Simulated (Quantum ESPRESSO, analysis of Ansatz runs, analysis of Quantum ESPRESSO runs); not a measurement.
# Reproducing a measured charge-transition level: substitutional N in diamond (Quantum ESPRESSO), part 3 of 4

How near does this set-up come to the measured charge-transition level? Subject: substitutional N in diamond. Set-up: PBE, GBRV 1.5 PBE, 64-site cell, measured lattice, k: the zone centre alone then 2x2x2 shifted, started with the impurity moved along one bond, dielectric constants 5.7 and 5.7 (handbook). The model is a cell of 64 host atoms with 1 C taken out and 1 N put in. The level is the Fermi energy at which two charge states have equal formation energy, after a correction for the images of the charge. The measured lattice removes the functional's error in the volume.

Quantum ESPRESSO 7.5; PBE, GBRV 1.5 PBE, 64-site cell, measured lattice, k: the zone centre alone then 2x2x2 shifted, started with the impurity moved along one bond, dielectric constants 5.7 and 5.7 (handbook).

So far: Starting point; Relaxation, charge +1; Single point, charge +1.

## Step 4: Relaxation, charge 0

Level of this step: Quantum ESPRESSO plane-wave DFT, PBE, GBRV 1.5 PBE potentials; relaxation of all atoms of a defect supercell (Quantum ESPRESSO).

pw.in

```
&CONTROL
  calculation = 'relax'
  prefix = 'pwscf'
  outdir = './tmp'
  pseudo_dir = './pseudo'
  tprnfor = .true.
  disk_io = 'low'
  nstep = 70
  forc_conv_thr = 0.00078
  etot_conv_thr = 0.0001
/
&SYSTEM
  ibrav = 0
  nat = 64
  ntyp = 2
  ecutwfc = 45
  ecutrho = 360
  nbnd = 133
  occupations = 'smearing'
  smearing = 'fd'
  degauss = 0.00073499
  nspin = 2
  starting_magnetization(1) = 0.125
  starting_magnetization(2) = 0.1
  tot_magnetization = 1
  nosym = .true.
/
&ELECTRONS
  conv_thr = 6d-08
  electron_maxstep = 100
  mixing_beta = 0.3
/
&IONS
  ion_dynamics = 'bfgs'
/
ATOMIC_SPECIES
C     12.0110 c_pbe_v1.2.uspp.F.UPF
N     14.0070 n_pbe_v1.2.uspp.F.UPF
CELL_PARAMETERS angstrom
   7.1334800000    0.0000000000    0.0000000000
   0.0000000000    7.1334800000    0.0000000000
   0.0000000000    0.0000000000    7.1334800000
ATOMIC_POSITIONS crystal
C     -0.0000816072    0.0013260644    0.2475310896
C     -0.0022241439    0.2489052079   -0.0013096716
[... 1 atom line left out ...]
C      0.2526014376    0.2508276734    0.2506388308
[... 1 atom line left out ...]
C      0.1236228792    0.3734554967    0.1268917382
[... 1 atom line left out ...]
N      0.3997543283    0.3971066728    0.4009865418
[... 5 atom lines left out ...]
C      0.1257676689    0.3732795075    0.6229236534
C      0.3723439478    0.1244382236    0.6242997005
[... 7 atom lines left out ...]
C      0.3724698946    0.6251382232    0.1262000360
[... 3 atom lines left out ...]
C      0.2503935388    0.4972469483    0.4996443892
[... 9 atom lines left out ...]
C      0.6252222140    0.1264561240    0.3773855711
[... 4 atom lines left out ...]
C      0.5009549434    0.2526220616    0.5002711118
[... 3 atom lines left out ...]
C      0.6264717204    0.3763870480    0.6230581549
[... 2 atom lines left out ...]
C      0.5001872228    0.5022847700    0.2483858752
[... 3 atom lines left out ...]
C      0.6244422402    0.6246317598    0.3777228530
[... 10 atom lines left out ...]
C      0.8775631696    0.8759164960    0.8756714329
K_POINTS gamma
```

The run is started by

```bash
$ OMP_NUM_THREADS=1 mpirun -n 4 pw.x -in pw.in > pw.out
```

Output:

```text
[banner, memory and clock lines left out]
          URL

     gamma-point specific algorithms are used

     bravais-lattice index     =            0
     lattice parameter (alat)  =      13.4803  a.u.
     unit-cell volume          =    2449.6326 (a.u.)^3
     number of atoms/cell      =           64
     number of atomic types    =            2
     number of electrons       =       257.00 (up: 129.00, down: 128.00)
     number of Kohn-Sham states=          133
     kinetic-energy cutoff     =      45.0000  Ry
     charge density cutoff     =     360.0000  Ry
     scf convergence threshold =      6.0E-08
     mixing beta               =       0.3000
     number of iterations used =            8  plain     mixing
     energy convergence thresh.=      1.0E-04
     force convergence thresh. =      7.8E-04
     Exchange-correlation= SLA  PW   PBE  PBE
                           (   1   4   3   4   0   0   0)
     nstep                     =           70

     celldm(1)=  13.480324  celldm(2)=   0.000000  celldm(3)=   0.000000
     celldm(4)=   0.000000  celldm(5)=   0.000000  celldm(6)=   0.000000

     crystal axes: (cart. coord. in units of alat)
               a(1) = (   1.000000   0.000000   0.000000 )
               a(2) = (   0.000000   1.000000   0.000000 )
               a(3) = (   0.000000   0.000000   1.000000 )

     reciprocal axes: (cart. coord. in units 2 pi/alat)
               b(1) = (  1.000000  0.000000  0.000000 )
               b(2) = (  0.000000  1.000000  0.000000 )
               b(3) = (  0.000000  0.000000  1.000000 )

     PseudoPot. # 1 for C  read from file:
     c_pbe_v1.2.uspp.F.UPF
     Pseudo is Ultrasoft + core correction, Zval =  4.0
     Generated by new atomic code, or converted to UPF format
     Using radial grid of  721 points,  4 beta functions with:
                l(1) =   0
                l(2) =   0
                l(3) =   1
                l(4) =   1
     Q(r) pseudized with  8 coefficients,  rinner =    1.100   1.100   1.100

     PseudoPot. # 2 for N  read from file:
     n_pbe_v1.2.uspp.F.UPF
     Pseudo is Ultrasoft + core correction, Zval =  5.0
     Generated by new atomic code, or converted to UPF format
     Using radial grid of  729 points,  4 beta functions with:
                l(1) =   0
                l(2) =   0
                l(3) =   1
                l(4) =   1
     Q(r) pseudized with  8 coefficients,  rinner =    0.900   0.900   0.900

     atomic species   valence    mass     pseudopotential
     C                 4.00    12.01100     C ( 1.00)
     N                 5.00    14.00700     N ( 1.00)

     Starting magnetic structure
     atomic species   magnetization
     C               0.125
     N               0.100

     No symmetry found

   Cartesian axes

     site n.     atom                  positions (alat units)
         1        C      tau(   1) = (  -0.0000816   0.0013261   0.2475311  )
         2        C      tau(   2) = (  -0.0022241   0.2489052  -0.0013097  )
         3        C      tau(   3) = (   0.2497541   0.0013640  -0.0024371  )
         4        C      tau(   4) = (   0.2526014   0.2508277   0.2506388  )
         5        C      tau(   5) = (   0.1228745   0.1252052   0.3731832  )
         6        C      tau(   6) = (   0.1236229   0.3734555   0.1268917  )
         7        C      tau(   7) = (   0.3777156   0.1245541   0.1244640  )
         8        N      tau(   8) = (   0.3997543   0.3971067   0.4009865  )
         9        C      tau(   9) = (   0.0002597   0.0026845   0.7507660  )
        10        C      tau(  10) = (   0.0010912   0.2524723   0.4992531  )
        11        C      tau(  11) = (   0.2487070   0.0010495   0.4977445  )
        12        C      tau(  12) = (   0.2498471   0.2516178   0.7477153  )
        13        C      tau(  13) = (   0.1258322   0.1248259   0.8776717  )
        14        C      tau(  14) = (   0.1257677   0.3732795   0.6229237  )
        15        C      tau(  15) = (   0.3723439   0.1244382   0.6242997  )
        16        C      tau(  16) = (   0.3748249   0.3771969   0.8767330  )
        17        C      tau(  17) = (   0.0025444   0.5001075   0.2488274  )
[...]
57        C      tau(  57) = (   0.5019637   0.5019422   0.7495179  )
        58        C      tau(  58) = (   0.5017802   0.7478410   0.5001740  )
        59        C      tau(  59) = (   0.7474190   0.4989684   0.5003676  )
        60        C      tau(  60) = (   0.7501819   0.7499967   0.7527978  )
        61        C      tau(  61) = (   0.6228237   0.6265638   0.8741760  )
        62        C      tau(  62) = (   0.6225044   0.8737828   0.6246116  )
        63        C      tau(  63) = (   0.8769890   0.6234657   0.6237548  )
        64        C      tau(  64) = (   0.8775632   0.8759165   0.8756714  )

     number of k points=     1  Fermi-Dirac smearing, width (Ry)=  0.0007
                       cart. coord. in units 2pi/alat
        k(    1) = (   0.0000000   0.0000000   0.0000000), wk =   1.0000000

     Dense  grid:   141273 G-vectors     FFT dimensions: (  81,  81,  81)

     Smooth grid:    49937 G-vectors     FFT dimensions: (  60,  60,  60)

     Generating pointlists ...
     new r_m :   0.0835 (alat units)  1.1256 (a.u.) for type    1
     new r_m :   0.0835 (alat units)  1.1256 (a.u.) for type    2

     Initial potential from superposition of free atoms

     starting charge     256.9974, renormalised to     257.0000
     Starting wfcs are  256 randomized atomic wfcs

     Self-consistent Calculation

     iteration #  1     ecut=    45.00 Ry     beta= 0.30
     Davidson diagonalization with overlap
     ethr =  1.00E-02,  avg # of iterations =  2.0

     total energy              =    -742.85987117 Ry
     estimated scf accuracy    <       4.01279209 Ry

     total magnetization       =     1.00 Bohr mag/cell
     absolute magnetization    =     1.22 Bohr mag/cell

     iteration #  2     ecut=    45.00 Ry     beta= 0.30
     Davidson diagonalization with overlap
     ethr =  1.56E-03,  avg # of iterations =  1.5

     total energy              =    -742.47237038 Ry
     estimated scf accuracy    <       1.63001214 Ry

     total magnetization       =     1.00 Bohr mag/cell
     absolute magnetization    =     1.09 Bohr mag/cell

     iteration #  3     ecut=    45.00 Ry     beta= 0.30
     Davidson diagonalization with overlap
     ethr =  6.34E-04,  avg # of iterations =  3.0

     total energy              =    -742.61488742 Ry
     estimated scf accuracy    <       0.02777300 Ry

     total magnetization       =     1.00 Bohr mag/cell
[...]
CASE: energy            _new < energy            _old

     new trust radius        =       0.0034072163 bohr
     new conv_thr            =       0.0000000006 Ry

ATOMIC_POSITIONS (crystal)
C               -0.0024277550       -0.0022908821        0.2496025859
C               -0.0024566958        0.2498764378       -0.0025489555
C                0.2497151066       -0.0023044215       -0.0025432032
C                0.2305526400        0.2307191677        0.2304728874
C                0.1229239601        0.1230631807        0.3717287402
C                0.1229052075        0.3720224244        0.1227881946
C                0.3718549821        0.1230590149        0.1227831049
N                0.3922837760        0.3924404163        0.3921952066
C                0.0001133944        0.0002479889        0.7491455925
C                0.0014884849        0.2505352995        0.4987237409
C                0.2503771039        0.0016034182        0.4986988384
C                0.2504664259        0.2506195145        0.7498662196
C                0.1245849837        0.1247467364        0.8737261156
C                0.1278962561        0.3746722552        0.6237778044
C                0.3745055444        0.1280224112        0.6237643093
C                0.3754074500        0.3755554720        0.8761178252
[...]
NEW-OLD atomic charge density approx. for the potential
     Generating pointlists ...

     Self-consistent Calculation

     iteration #  1     ecut=    45.00 Ry     beta= 0.30
     Davidson diagonalization with overlap
     ethr =  1.00E-06,  avg # of iterations =  2.0

     Threshold (ethr) on eigenvalues was too large:
     Diagonalizing with lowered threshold

     Davidson diagonalization with overlap
     ethr =  1.86E-09,  avg # of iterations =  5.5

     total energy              =    -742.74608129 Ry
     estimated scf accuracy    <       0.00000716 Ry

     total magnetization       =     1.00 Bohr mag/cell
     absolute magnetization    =     1.14 Bohr mag/cell

     iteration #  2     ecut=    45.00 Ry     beta= 0.30
     Davidson diagonalization with overlap
     ethr =  2.78E-09,  avg # of iterations =  2.0

     total energy              =    -742.74608100 Ry
     estimated scf accuracy    <       0.00000223 Ry

     total magnetization       =     1.00 Bohr mag/cell
     absolute magnetization    =     1.14 Bohr mag/cell

     iteration #  3     ecut=    45.00 Ry     beta= 0.30
     Davidson diagonalization with overlap
     ethr =  8.67E-10,  avg # of iterations =  3.0

     total energy              =    -742.74608134 Ry
     estimated scf accuracy    <       0.00000025 Ry

     total magnetization       =     1.00 Bohr mag/cell
     absolute magnetization    =     1.14 Bohr mag/cell

     iteration #  4     ecut=    45.00 Ry     beta= 0.30
     Davidson diagonalization with overlap
     ethr =  9.72E-11,  avg # of iterations =  2.5

     total energy              =    -742.74608139 Ry
     estimated scf accuracy    <       0.00000004 Ry

     total magnetization       =     1.00 Bohr mag/cell
     absolute magnetization    =     1.14 Bohr mag/cell

     iteration #  5     ecut=    45.00 Ry     beta= 0.30
     Davidson diagonalization with overlap
     ethr =  1.64E-11,  avg # of iterations =  3.0

     total energy              =    -742.74608139 Ry
     estimated scf accuracy    <          9.4E-09 Ry

     total magnetization       =     1.00 Bohr mag/cell
     absolute magnetization    =     1.14 Bohr mag/cell

     iteration #  6     ecut=    45.00 Ry     beta= 0.30
     Davidson diagonalization with overlap
     ethr =  3.64E-12,  avg # of iterations =  3.5

     total energy              =    -742.74608140 Ry
     estimated scf accuracy    <          2.7E-09 Ry

     total magnetization       =     1.00 Bohr mag/cell
     absolute magnetization    =     1.14 Bohr mag/cell

     iteration #  7     ecut=    45.00 Ry     beta= 0.30
     Davidson diagonalization with overlap
     ethr =  1.06E-12,  avg # of iterations =  4.0

     Magnetic moment per site  (integrated on atomic sphere of radius R)
[...]
atom  57 (R=0.083)  charge=  1.7283  magn=  0.0015
     atom  58 (R=0.083)  charge=  1.7282  magn=  0.0015
     atom  59 (R=0.083)  charge=  1.7282  magn=  0.0015
     atom  60 (R=0.083)  charge=  1.7237  magn=  0.0001
     atom  61 (R=0.083)  charge=  1.7295  magn= -0.0000
     atom  62 (R=0.083)  charge=  1.7294  magn= -0.0000
     atom  63 (R=0.083)  charge=  1.7295  magn= -0.0000
     atom  64 (R=0.083)  charge=  1.7244  magn=  0.0002

     End of self-consistent calculation

 ------ SPIN UP ------------

          k = 0.0000 0.0000 0.0000 (  6267 PWs)   bands (ev):

[...]
15.4361  17.5073  17.7109  17.7112  17.8498

 ------ SPIN DOWN ----------

          k = 0.0000 0.0000 0.0000 (  6267 PWs)   bands (ev):

[...]
5.0668   5.0675   5.1711   5.1712   5.2399   5.5962   5.5964   5.6496
     5.6968   5.7184   5.7187   5.7493   5.7495   5.7758   5.8651   5.8652
     6.1089   6.9065   6.9068   7.0820   7.0822   7.0848   7.1569   8.4805
     8.4808   8.6964   8.8585   8.8587   8.9784   9.0461   9.0462   9.1399
     9.1918   9.1920   9.2129   9.2133   9.2418   9.2707   9.2918   9.2921
     9.5527  10.0346  10.0348  10.2707  10.2709  10.3072  10.3075  10.3079
    10.3592  10.4107  10.4137  10.4143  10.4535  10.5091  10.5097  10.5494
    10.5495  10.6250  10.6319  10.6324  11.2568  13.2864  13.2876  13.5076
    16.4794  17.5677  17.7215  17.7218  17.8611

     the spin up/dw Fermi energies are    16.3102   14.6593 ev

!    total energy              =    -742.74608140 Ry
     estimated scf accuracy    <          5.2E-10 Ry
     smearing contrib. (-TS)   =       0.00000000 Ry
     internal energy E=F+TS    =    -742.74608140 Ry

     The total energy is F=E-TS. E is the sum of the following terms:
     one-electron contribution =     254.21968378 Ry
     hartree contribution      =      65.14512126 Ry
     xc contribution           =    -237.94948016 Ry
     ewald contribution        =    -824.16140628 Ry

     total magnetization       =     1.00 Bohr mag/cell
     absolute magnetization    =     1.14 Bohr mag/cell

     convergence has been achieved in   7 iterations

     Forces acting on atoms (cartesian axes, Ry/au):

[...]
atom   57 type  1   force =     0.00022889    0.00022774    0.00014008
     atom   58 type  1   force =     0.00049597    0.00018666    0.00020955
     atom   59 type  1   force =    -0.00001918    0.00028375    0.00030107
     atom   60 type  1   force =     0.00034371    0.00020429    0.00018100
     atom   61 type  1   force =     0.00001694    0.00011443    0.00005870
     atom   62 type  1   force =     0.00003588   -0.00007325    0.00008296
     atom   63 type  1   force =     0.00006086    0.00005612    0.00000007
     atom   64 type  1   force =     0.00027855    0.00028208    0.00007291

     Total force =     0.002392     Total SCF correction =     0.000056
     Energy error            =      2.3E-05 Ry
     Gradient error          =      5.0E-04 Ry/Bohr

     bfgs converged in   8 scf cycles and   7 bfgs steps
     (criteria: energy <  1.0E-04 Ry, force <  7.8E-04 Ry/Bohr)

     End of BFGS Geometry Optimization

     Final energy             =    -742.7460813972 Ry

     File ./tmp/pwscf.bfgs deleted, as requested
Begin final coordinates

ATOMIC_POSITIONS (crystal)
[...]
C                0.5011928723        0.5013323537        0.7521063765
C                0.5011714554        0.7523753886        0.5010688970
C                0.7522490545        0.5013317086        0.5010639966
C                0.7506518597        0.7508220561        0.7505563817
C                0.6256402247        0.6257793572        0.8766719486
C                0.6256362426        0.8769581615        0.6255216713
C                0.8767895898        0.6257959471        0.6255287458
C                0.8751758118        0.8753267573        0.8750923972
End final coordinates
```

It took 2.1 min on 4 MPI ranks of Arm Neoverse V1, shared host; peak memory 0.81 GiB.

Step by step:

```tsv
step	energy less that of the first step (eV)
0	0.0000
1	-1.2485
2	-1.4957
3	-1.5865
4	-1.6058
5	-1.6141
6	-1.6155
7	-1.6158
```

The atoms that moved most (Å):

```tsv
atom	dx	dy	dz	length
C4	-0.157	-0.143	-0.144	0.257
N8	-0.053	-0.033	-0.063	0.089
C27	0.044	0.042	0.023	0.065
C49	0.020	0.006	0.058	0.061
C7	-0.042	-0.011	-0.012	0.045
C21	0.040	-0.010	-0.001	0.041
C38	-0.018	0.004	0.036	0.040
C59	0.034	0.017	0.005	0.039
```

Neighbours of N8 at the end:

```tsv
atom	distance (Å)
C42	1.478
C27	1.478
C49	1.478
C4	1.998
C46	2.379
C31	2.379
C53	2.379
C14	2.510
C21	2.510
C15	2.511
C37	2.511
C23	2.511
C38	2.511
```

Read from the output:

| Quantity | Value |
| --- | --- |
| total moment | 1.0000 μB |
| integral of the absolute spin density | 1.141 μB |

From the first step to the last the energy fell by 1.616 eV, and the largest move was 0.26 Å (C4).

(Continued in part 4 of 4.)

[Logs are printed without paths, hosts, clocks, repeated set-up lines and the standing remarks that a program may print on its own settings, such as how far it seeks lower states.]

[Hosts, paths, dates, database ids (printed as entryN), source tags and the programs' standing remarks are cut or masked in the printed files.]

[For some hosts the program warned that the k-mesh of the response run may be too coarse for force constants and the static dielectric constant; such warnings are not shown here.]
